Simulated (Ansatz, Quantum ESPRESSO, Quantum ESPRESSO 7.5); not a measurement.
# Work function of relaxed Ru(0001) under two functionals

Aim: the work function of the relaxed basal face of Ru, and how far the functional matters.

Program: Quantum ESPRESSO 7.5. Level of theory: plane-wave DFT, PBE, GBRV ultrasoft pseudopotentials (geometry and cross-check by Ansatz 0.2.0 with PAW datasets; geometry under PBE). Results are calculated unless marked as measured.

**Measured values to reproduce.**

“Anisotropic work function of elemental crystals” (2019, arxiv:1902.07811) quotes from earlier work for Ru (polycrystalline sample, no single face): work function, loosely compared (polycrystalline sample, no single face) 4.7 eV.

### Step 1. The starting structure

The cell holds 6 atoms: 6 Ru. Its edges and angles: a = 2.700 Å, b = 2.700 Å, c = 26.692 Å, α = 90.0°, β = 90.0°, γ = 60.0°. It derives from Ru. Vacuum lies along c.

### Step 2. Geometry from Ansatz of (0001)

The geometry comes first, from a plane-wave PAW code, so that the later runs on this slab share one structure.

Input file input.yaml:

```yaml
crystal:
  lattice:
    - [2.7, 0.0, 0.0]
    - [1.35, 2.3382685902, 0.0]
    - [0.0, 0.0, 26.692]
  atoms:
    - { symbol: Ru, position: [0.6666666667, 0.6666666667, 0.2997152705] }
    - { symbol: Ru, position: [0.0, 0.0, 0.3798291623] }
    - { symbol: Ru, position: [0.6666666667, 0.6666666667, 0.4599430541] }
    - { symbol: Ru, position: [0.0, 0.0, 0.5400569459] }
    - { symbol: Ru, position: [0.6666666667, 0.6666666667, 0.6201708377] }
    - { symbol: Ru, position: [0.0, 0.0, 0.7002847295] }
kpoints:
  mp_grid: { grid: [12, 12, 1] }
hamiltonian:
  xc: pbe
scf:
  occupations: { method: fermi_dirac, width: 0.1 }
  convergence: { dr2_threshold: 1.0e-08 }
efield:
  axis: 3
  dipole_correction: true
  ramp_position: 0.97
  ramp_width: 0.04
relax:
  f_tol: 0.01
  constraints: [{ sites: [2, 3] }]
output:
  write_potential: true
  write_density: true
  volumetric_format: npy
```

The run is started by

```console
ansatz run input.yaml --threads 2 --pin off --max-ram 4096MiB --backend cpu --events-out ev --progress --plain --runs-dir out
```

Numbers of over 12 decimals in the logs are rounded to 6 here.

What it wrote:

```text
Engine: ansatz 0.2.0, aarch64-unknown-linux-gnu
Pseudopotentials: kind: paw
Pseudopotential: Ru, paw, valence charge 16, recommended cutoff 420 eV (normal), Ru.paw.azcp
Functional definition: PBE
  parameter kappa = 0.804
  parameter beta = 0.066725
  exchange = pbe_x(kappa = kappa, mu = beta*pi^2/3)
  correlation = pbe_c(beta = beta)
Crystal: 6 atoms, lattice volume = 168.515 Å³
Basis set: ecut = 420 eV, 3335 PW (Γ), exchange–correlation on 40×40×360 points (8 copies of the dense FFT grid, shifted against one another)
Bands: 58, of which v1, the nominal top of the filled ones, is band 48 counted from 1 (47 counted from 0)
Symmetry: 6 space group operations
k-points: 19 of 144 (time reversal used)
Non-local potential: Ru, projectors of the file, l = 0: 3, l = 1: 2, l = 2: 2, l = 3: 1
PAW form: soft (Blöchl's): semilocal exchange-correlation on the pseudo side does not see the compensation charge
PAW one-centre angular grid: Ru, 590 points (default); XC on 64 Gauss nodes
Initial density: superposition of atomic densities (neutral atoms: chi_scale 0, normalization atom), corrected by the library's trained network
Initial wavefunctions: pseudopotential atomic-orbital guess
Functional: x = pbe(κ = 0.804, μ = 0.219515), c = pbe(β = 0.066725)
SCF iter   1: F=—  HF=-35270.173738 eV  |F-HF|=—  |Δ(HF+E_count)|=         —  Δρ=1.27e-2  dr2=3.34e0  ethr=1.77e-3  p=0.000 e·Å  D=4.48e-5 V/Å  ΔV_dip=-0.00 eV  dr2_dipole=4.33e-5  V_vac-E_F(+/−)=4.64/4.64 eV  ⟨swp⟩=7.7  Hψ=4616  notcnv=0
efield: sawtooth ramp at fractional position 0.9700 (set: `efield.ramp_position`, or a place that a band, a saddle search or an elastic batch's reference lends), width 0.0400; the density the first Hamiltonian is built on has a dipole p = 0.000 e·Å; the dipole correction subtracts the counter field D = 4.48e-5 V/Å, which shifts the + side's vacuum level by -0.00 eV against the − side's; the planar-averaged density in the ramp window peaks in size at 1.2e-5 e/Å³
preconditioner: auto → LDOS  [metal: Δε(μ)=0.040 eV  Ē_g=4.765 eV  σ=0.100 eV  W_gap=0.10  n_scr=20 (ndim 8)  ℏωp=19.8 eV  f_vac=0.472  D(μ)=5.62/eV (n_scr^D=20)  β→1.0]
SCF iter   2: F=—  HF=-35270.136082 eV  |F-HF|=—  |Δ(HF+E_count)|=   3.77e-2  Δρ=5.35e-3  dr2=3.37e-1  ethr=1.77e-3  p=0.000 e·Å  D=1.14e-5 V/Å  ΔV_dip=-0.00 eV  dr2_dipole=5.44e-6  V_vac-E_F(+/−)=4.96/4.96 eV  ⟨swp⟩=1.2  Hψ=1276  notcnv=0
SCF iter   3: F=—  HF=-35270.129378 eV  |F-HF|=—  |Δ(HF+E_count)|=   6.70e-3  Δρ=9.74e-4  dr2=7.06e-3  ethr=3.51e-4  p=-0.000 e·Å  D=-3.82e-5 V/Å  ΔV_dip=0.00 eV  dr2_dipole=1.03e-5  V_vac-E_F(+/−)=5.02/5.02 eV  ⟨swp⟩=1.4  Hψ=1172  notcnv=0
SCF iter   4: F=—  HF=-35270.128318 eV  |F-HF|=—  |Δ(HF+E_count)|=   1.06e-3  Δρ=2.19e-4  dr2=3.90e-4  ethr=7.36e-6  p=0.000 e·Å  D=3.34e-5 V/Å  ΔV_dip=-0.00 eV  dr2_dipole=8.01e-7  V_vac-E_F(+/−)=5.04/5.04 eV  ⟨swp⟩=2.3  Hψ=1712  notcnv=0
SCF iter   5: F=—  HF=-35270.128283 eV  |F-HF|=—  |Δ(HF+E_count)|=   3.51e-5  Δρ=9.14e-5  dr2=2.90e-5  ethr=4.07e-7  p=0.000 e·Å  D=2.23e-6 V/Å  ΔV_dip=-0.00 eV  dr2_dipole=8.73e-10  V_vac-E_F(+/−)=5.06/5.06 eV  ⟨swp⟩=2.3  Hψ=1616  notcnv=0
SCF iter   6: F=—  HF=-35270.128288 eV  |F-HF|=—  |Δ(HF+E_count)|=   4.25e-6  Δρ=5.32e-5  dr2=1.49e-5  ethr=3.02e-8  p=0.000 e·Å  D=5.57e-6 V/Å  ΔV_dip=-0.00 eV  dr2_dipole=3.07e-8  V_vac-E_F(+/−)=5.07/5.07 eV  ⟨swp⟩=2.9  Hψ=2106  notcnv=0
SCF iter   7: F=—  HF=-35270.128284 eV  |F-HF|=—  |Δ(HF+E_count)|=   4.01e-6  Δρ=2.01e-5  dr2=8.85e-7  ethr=1.55e-8  p=0.000 e·Å  D=1.07e-7 V/Å  ΔV_dip=-0.00 eV  dr2_dipole=1.93e-9  V_vac-E_F(+/−)=5.07/5.07 eV  ⟨swp⟩=2.2  Hψ=1612  notcnv=0
SCF iter   8: F=—  HF=-35270.128285 eV  |F-HF|=—  |Δ(HF+E_count)|=   1.81e-6  Δρ=7.11e-6  dr2=7.68e-8  ethr=9.22e-10  p=0.000 e·Å  D=6.13e-9 V/Å  ΔV_dip=-0.00 eV  dr2_dipole=8.47e-10  V_vac-E_F(+/−)=5.08/5.08 eV  ⟨swp⟩=3.2  Hψ=2034  notcnv=0
SCF iter   9: F=-35270.128286 eV  HF=-35270.128286 eV  |F-HF|=3.53e-8  |Δ(HF+E_count)|=   2.44e-7  Δρ=1.80e-6  dr2=4.31e-9  ethr=1.04e-11  p=0.000 e·Å  D=1.62e-7 V/Å  ΔV_dip=-0.00 eV  dr2_dipole=3.20e-12  V_vac-E_F(+/−)=5.08/5.08 eV  ⟨swp⟩=11.2  Hψ=8716  notcnv=0
SCF 1 converged in 9 iterations: F = -35270.128286 eV  dr2 = 4.31e-9
  greatest PAW one-centre occupation: 0.998 electrons in one spin orbital (limit 2), on the Ru atom at site 0 (counted from 0), in its partial waves of l = 0
relax step   1: F+E_penalty+E_count = -35270.12828567 eV  Δ(F+E_penalty+E_count) = +0.000e0 eV  max|allowed force component| = 6.944e-1 eV/Å  Δτ_max = 0.0000 Å  (9 SCF iters, accepted)
Initial density: handed on by an earlier stage of this run
Initial wavefunctions: those handed on with the density
iter 1 solved again at ethr=3.41e-4 eV; its pass at ethr=3.10e-3 eV (dr2=3.28e-1 eV) is discarded
SCF iter   1: F=—  HF=-35270.168806 eV  |F-HF|=—  |Δ(HF+E_count)|=         —  Δρ=5.76e-3  dr2=3.11e-1  ethr=3.41e-4  p=-0.000 e·Å  D=-1.31e-6 V/Å  ΔV_dip=0.00 eV  dr2_dipole=1.38e-8  V_vac-E_F(+/−)=5.05/5.05 eV  ⟨swp⟩=1.6  Hψ=3209  notcnv=0
efield: sawtooth ramp at fractional position 0.9700 (set: `efield.ramp_position`, or a place that a band, a saddle search or an elastic batch's reference lends), width 0.0400; the density the first Hamiltonian is built on has a dipole p = -0.000 e·Å; the dipole correction subtracts the counter field D = -1.31e-6 V/Å, which shifts the + side's vacuum level by +0.00 eV against the − side's; the planar-averaged density in the ramp window peaks in size at 3.3e-6 e/Å³
preconditioner: auto → LDOS  [metal: Δε(μ)=0.031 eV  Ē_g=4.856 eV  σ=0.100 eV  W_gap=0.08  n_scr=20 (ndim 8)  ℏωp=19.8 eV  f_vac=0.472  D(μ)=6.07/eV (n_scr^D=20)  β→1.0]
SCF iter   2: F=—  HF=-35270.163063 eV  |F-HF|=—  |Δ(HF+E_count)|=   5.74e-3  Δρ=2.28e-3  dr2=1.59e-2  ethr=3.24e-4  p=0.000 e·Å  D=5.34e-5 V/Å  ΔV_dip=-0.00 eV  dr2_dipole=3.18e-5  V_vac-E_F(+/−)=5.02/5.02 eV  ⟨swp⟩=2.0  Hψ=1445  notcnv=0
SCF iter   3: F=—  HF=-35270.162677 eV  |F-HF|=—  |Δ(HF+E_count)|=   3.85e-4  Δρ=1.90e-3  dr2=1.64e-2  ethr=1.65e-5  p=0.000 e·Å  D=2.28e-5 V/Å  ΔV_dip=-0.00 eV  dr2_dipole=1.48e-6  V_vac-E_F(+/−)=5.02/5.02 eV  ⟨swp⟩=3.2  Hψ=2527  notcnv=0
SCF iter   4: F=—  HF=-35270.158564 eV  |F-HF|=—  |Δ(HF+E_count)|=   4.11e-3  Δρ=2.93e-4  dr2=1.68e-4  ethr=1.65e-5  p=0.000 e·Å  D=5.43e-7 V/Å  ΔV_dip=-0.00 eV  dr2_dipole=3.50e-8  V_vac-E_F(+/−)=5.01/5.01 eV  ⟨swp⟩=2.0  Hψ=1580  notcnv=0
SCF iter   5: F=—  HF=-35270.158574 eV  |F-HF|=—  |Δ(HF+E_count)|=   9.93e-6  Δρ=9.42e-5  dr2=3.22e-5  ethr=1.75e-7  p=0.000 e·Å  D=1.30e-6 V/Å  ΔV_dip=-0.00 eV  dr2_dipole=7.05e-10  V_vac-E_F(+/−)=5.01/5.01 eV  ⟨swp⟩=2.9  Hψ=2220  notcnv=0
[...]
SCF iter   3: F=—  HF=-35270.168460 eV  |F-HF|=—  |Δ(HF+E_count)|=   4.83e-4  Δρ=7.47e-4  dr2=1.92e-3  ethr=2.67e-6  p=0.000 e·Å  D=2.60e-6 V/Å  ΔV_dip=-0.00 eV  dr2_dipole=6.83e-7  V_vac-E_F(+/−)=5.03/5.03 eV  ⟨swp⟩=3.0  Hψ=2411  notcnv=0
SCF iter   4: F=—  HF=-35270.168008 eV  |F-HF|=—  |Δ(HF+E_count)|=   4.52e-4  Δρ=1.22e-4  dr2=5.28e-5  ethr=2.00e-6  p=-0.000 e·Å  D=-6.41e-6 V/Å  ΔV_dip=0.00 eV  dr2_dipole=6.01e-7  V_vac-E_F(+/−)=5.02/5.02 eV  ⟨swp⟩=2.0  Hψ=1581  notcnv=0
SCF iter   5: F=—  HF=-35270.168001 eV  |F-HF|=—  |Δ(HF+E_count)|=   6.72e-6  Δρ=4.71e-5  dr2=6.37e-6  ethr=5.50e-8  p=-0.000 e·Å  D=-4.13e-6 V/Å  ΔV_dip=0.00 eV  dr2_dipole=1.93e-7  V_vac-E_F(+/−)=5.02/5.02 eV  ⟨swp⟩=3.0  Hψ=2133  notcnv=0
SCF iter   6: F=—  HF=-35270.168006 eV  |F-HF|=—  |Δ(HF+E_count)|=   5.35e-6  Δρ=1.45e-5  dr2=4.42e-7  ethr=6.64e-9  p=-0.000 e·Å  D=-2.38e-7 V/Å  ΔV_dip=0.00 eV  dr2_dipole=1.28e-9  V_vac-E_F(+/−)=5.03/5.03 eV  ⟨swp⟩=2.2  Hψ=1580  notcnv=0
SCF iter   7: F=—  HF=-35270.168007 eV  |F-HF|=—  |Δ(HF+E_count)|=   2.96e-7  Δρ=5.18e-6  dr2=4.06e-8  ethr=4.61e-10  p=-0.000 e·Å  D=-9.31e-8 V/Å  ΔV_dip=0.00 eV  dr2_dipole=2.19e-9  V_vac-E_F(+/−)=5.03/5.03 eV  ⟨swp⟩=3.2  Hψ=2124  notcnv=0
SCF iter   8: F=-35270.168007 eV  HF=-35270.168007 eV  |F-HF|=1.03e-8  |Δ(HF+E_count)|=   9.77e-8  Δρ=1.50e-6  dr2=8.39e-9  ethr=1.04e-11  p=-0.000 e·Å  D=-2.40e-8 V/Å  ΔV_dip=0.00 eV  dr2_dipole=2.10e-10  V_vac-E_F(+/−)=5.03/5.03 eV  ⟨swp⟩=11.2  Hψ=8576  notcnv=0
SCF 3 converged in 8 iterations: F = -35270.168007 eV  dr2 = 8.39e-9
  greatest PAW one-centre occupation: 0.998 electrons in one spin orbital (limit 2), on the Ru atom at site 5 (counted from 0), in its partial waves of l = 0
relax step   3: F+E_penalty+E_count = -35270.16800661 eV  Δ(F+E_penalty+E_count) = -9.437e-3 eV  max|allowed force component| = 2.619e-2 eV/Å  Δτ_max = 0.0315 Å  (8 SCF iters, accepted)
SCF iter   1: F=—  HF=-35270.168087 eV  |F-HF|=—  |Δ(HF+E_count)|=         —  Δρ=3.11e-4  dr2=6.57e-4  ethr=1.02e-5  p=-0.000 e·Å  D=-1.53e-7 V/Å  ΔV_dip=0.00 eV  dr2_dipole=4.40e-11  V_vac-E_F(+/−)=5.03/5.03 eV  ⟨swp⟩=1.7  Hψ=1510  notcnv=0
efield: sawtooth ramp at fractional position 0.9700 (set: `efield.ramp_position`, or a place that a band, a saddle search or an elastic batch's reference lends), width 0.0400; the density the first Hamiltonian is built on has a dipole p = -0.000 e·Å; the dipole correction subtracts the counter field D = -1.53e-7 V/Å, which shifts the + side's vacuum level by +0.00 eV against the − side's; the planar-averaged density in the ramp window peaks in size at 2.5e-6 e/Å³
preconditioner: auto → LDOS  [metal: Δε(μ)=0.027 eV  Ē_g=4.816 eV  σ=0.100 eV  W_gap=0.07  n_scr=20 (ndim 8)  ℏωp=19.8 eV  f_vac=0.472  D(μ)=5.98/eV (n_scr^D=20)  β→1.0]
SCF iter   2: F=—  HF=-35270.168073 eV  |F-HF|=—  |Δ(HF+E_count)|=   1.44e-5  Δρ=1.50e-4  dr2=4.99e-5  ethr=6.84e-7  p=0.000 e·Å  D=4.00e-6 V/Å  ΔV_dip=-0.00 eV  dr2_dipole=7.45e-8  V_vac-E_F(+/−)=5.03/5.03 eV  ⟨swp⟩=2.3  Hψ=1605  notcnv=0
SCF iter   3: F=—  HF=-35270.168062 eV  |F-HF|=—  |Δ(HF+E_count)|=   1.11e-5  Δρ=6.58e-5  dr2=1.38e-5  ethr=5.19e-8  p=-0.000 e·Å  D=-8.74e-7 V/Å  ΔV_dip=0.00 eV  dr2_dipole=1.03e-10  V_vac-E_F(+/−)=5.03/5.03 eV  ⟨swp⟩=3.2  Hψ=2271  notcnv=0
SCF iter   4: F=—  HF=-35270.168059 eV  |F-HF|=—  |Δ(HF+E_count)|=   2.68e-6  Δρ=1.18e-5  dr2=2.92e-7  ethr=1.44e-8  p=0.000 e·Å  D=4.94e-8 V/Å  ΔV_dip=-0.00 eV  dr2_dipole=1.44e-9  V_vac-E_F(+/−)=5.03/5.03 eV  ⟨swp⟩=2.2  Hψ=1680  notcnv=0
SCF iter   5: F=—  HF=-35270.168060 eV  |F-HF|=—  |Δ(HF+E_count)|=   1.46e-6  Δρ=4.00e-6  dr2=2.32e-8  ethr=3.05e-10  p=0.000 e·Å  D=1.38e-8 V/Å  ΔV_dip=-0.00 eV  dr2_dipole=6.04e-10  V_vac-E_F(+/−)=5.03/5.03 eV  ⟨swp⟩=3.1  Hψ=2247  notcnv=0
SCF iter   6: F=-35270.168061 eV  HF=-35270.168060 eV  |F-HF|=1.21e-8  |Δ(HF+E_count)|=   5.11e-8  Δρ=1.34e-6  dr2=2.81e-9  ethr=1.04e-11  p=-0.000 e·Å  D=-2.69e-7 V/Å  ΔV_dip=0.00 eV  dr2_dipole=3.70e-11  V_vac-E_F(+/−)=5.03/5.03 eV  ⟨swp⟩=10.5  Hψ=8113  notcnv=0
SCF 4 converged in 6 iterations: F = -35270.168061 eV  dr2 = 2.81e-9
relax step   4: F+E_penalty+E_count = -35270.16806051 eV  Δ(F+E_penalty+E_count) = -5.389e-5 eV  max|allowed force component| = 3.803e-3 eV/Å  Δτ_max = 0.0029 Å  (6 SCF iters, accepted)
NSCF: frozen V_eff on 19 k-points
the band table was solved once a step of the walk had ended and its energy, with any forces and stress, was formed, with the checks that follow a solve (4625 applications of the Hamiltonian). They found nothing against the state; the energy, forces and stress were not computed again (output.eigenvalues in the input reference)
WARN: The output density's exchange-correlation potential varies sharply where the density is thin. Do not read a vacuum level from v_tot or v_xc, or from such a field of the output density. On a cell that repeats whose density bears no net charge and no dipole along the vacuum's axis use v_es (v_loc + v_h of the components); under efield.dipole_correction with no amplitude use v_es + v_field, which holds any externa [...]
SCF converged after 6 iterations
Free energy (F): -35270.168061 eV
Harris-Foulkes:  -35270.168060 eV  (|F-HF|=1.21e-8)
Internal energy: -35269.969055 eV  (E = F + TS)
E sigma→0 (E₀):  -35270.068558 eV
Entropy (-TS):   -0.199005 eV (-33.168 meV/atom)
Fermi energy:    8.848546 eV
Dipole field:    D = -0.000009 V/Å  (p = -0.000009 e·Å, saw-weighted, corrected)
Work function:   Φ+ = 5.0281 eV   Φ− = 5.0280 eV
Levels:          The Fermi level and band energies are counted from a zero that moves with the ramp; work functions are not
--- Per-component energies (eV) ---
  E_band       = -1721.533156
  E_kinetic    = 3083.795416
  E_local      = -169605.735006  (includes V_loc(G=0)·N_el)
  E_nonlocal   = 2060.145919
  E_hartree    = 82751.895823
  E_xc         = -1141.223975
  E_vxc        = -1432.456492  (∫ρ·V_xc dr)
  E_paw        = -20765.033459  (= ΣΔE_a)
  E_vpaw       = -1331.066716  (= ΣTr[D̂ρ^β])
  E_aug_tail   = -0.001157  (compensation charges beyond the density's cutoff)
  E_efield     = 0.000000  (sawtooth field / dipole correction)
  E_vefield    = 0.000235  (∫n·V_field dr)
  E_ewald      = 68346.187383
  E_smearing   = -0.199005  (= −TS)
  E_closure    = -0.000000  (closes the sum)
  Σ components = -35270.168061   (vs F -35270.168061, Δ=0.00e0)
--- Forces (eV/Å), atoms counted from 1 ---
  atom   1  Ru    -0.00000000     0.00000000     0.00043657
  atom   2  Ru     0.00000000     0.00000000    -0.00379770
  atom   3  Ru    -0.00000000    -0.00000000    -0.35648402
  atom   4  Ru     0.00000000     0.00000000     0.35648699
  atom   5  Ru    -0.00000000     0.00000000     0.00380274
  atom   6  Ru     0.00000000     0.00000000    -0.00044321
  max |Σ_I F_I| component: 1.38e-6 eV/Å
--- Band table (eV; the first three rows and the last of 19) ---
  k-point 0: bands = [... 44 lower, 6.8180, 6.8180, 7.7658, 7.7658, 8.0027, 8.3564, 8.3564, 9.0779, ... 6 higher]
  k-point 1: bands = [... 44 lower, 6.8872, 6.9873, 7.5540, 7.6949, 7.7708, 8.2444, 8.2975, 8.6197, ... 6 higher]
  k-point 2: bands = [... 44 lower, 7.0429, 7.2336, 7.4688, 7.4688, 7.6911, 7.8420, 8.2634, 8.2926, ... 6 higher]
  k-point 18: bands = [... 44 lower, 7.6318, 8.0290, 8.9420, 9.4976, 9.4976, 9.8273, 9.8952, 9.8952, ... 6 higher]
--- Relaxed structure (4 steps of the walk, 4 accepted, 0 SCFs on fresh bases) ---
  F+E_penalty+E_count = -35270.16806051 eV   max|allowed force component| = 3.803e-3 eV/Å
  atoms:
    - { symbol: Ru, position: [0.666667, 0.666667, 0.301189] }
    - { symbol: Ru, position: [-6.466786520196788e-19, 0, 0.378945] }
    - { symbol: Ru, position: [0.666667, 0.666667, 0.4599430541] }
    - { symbol: Ru, position: [0.0, 0.0, 0.540057] }
    - { symbol: Ru, position: [0.666667, 0.666667, 0.621055] }
    - { symbol: Ru, position: [-1.0782288175839316e-18, 0, 0.698811] }
```

Elapsed: 38 s, on 2 threads of Arm Neoverse V1, shared host; peak memory 0.47 GiB.

Relaxation path:

```
step  energy less that of the first step (eV)  largest force component (eV/Å)
   1                                   0.0000                          0.6944
   2                                  -0.0303                          0.3272
   3                                  -0.0397                          0.0262
   4                                  -0.0398                          0.0038
```

Forces are held to the 6 operations that the run works with; a distortion that breaks them can't arise in this run.

The atoms that moved most (Å):

| atom | dx | dy | dz | length |
| --- | --- | --- | --- | --- |
| Ru1 | 0.000 | 0.000 | 0.039 | 0.039 |
| Ru6 | 0.000 | 0.000 | -0.039 | 0.039 |
| Ru5 | 0.000 | 0.000 | 0.024 | 0.024 |
| Ru2 | 0.000 | 0.000 | -0.024 | 0.024 |

The relaxed structure:

```xyz
6
Lattice="2.7000 0.0000 0.0000 1.3500 2.3383 0.0000 0.0000 0.0000 26.6920" Properties=species:S:1:pos:R:3
Ru    2.7000    1.5588    8.0393
Ru    0.0000    0.0000   10.1148
Ru    2.7000    1.5588   12.2768
Ru    0.0000    0.0000   14.4152
Ru    2.7000    1.5588   16.5772
Ru    0.0000    0.0000   18.6527
```

The relaxation lowers the energy by 7 meV an atom. Held were the atoms numbered 3 and 4; the forces quoted are those on the free ones.

This step gave:

- free energy: -35270.1681 eV
- energy at zero smearing: -35270.0686 eV
- smearing term TS: 0.1990 eV
- Fermi energy: 8.849 eV
- symmetry operations: 6
- work function of the upper face: 5.028 eV
- work function of the lower face: 5.028 eV
- dipole along the normal: -8.56e-6 e·Å

(Continued in part 2 of 3.)

[Logs are printed without paths, hosts, clocks, repeated set-up lines and the standing remarks that a program may print on its own settings, such as how far it seeks lower states.]

[Hosts, paths, dates, database ids (printed as entryN), source tags and the programs' standing remarks are cut or masked in the printed files.]

[Maps of the electrostatic potential energy from Ansatz leave out the sawtooth potential of an applied field or a dipole correction, so their vacuum need not be flat; planar profiles and work functions include it.]
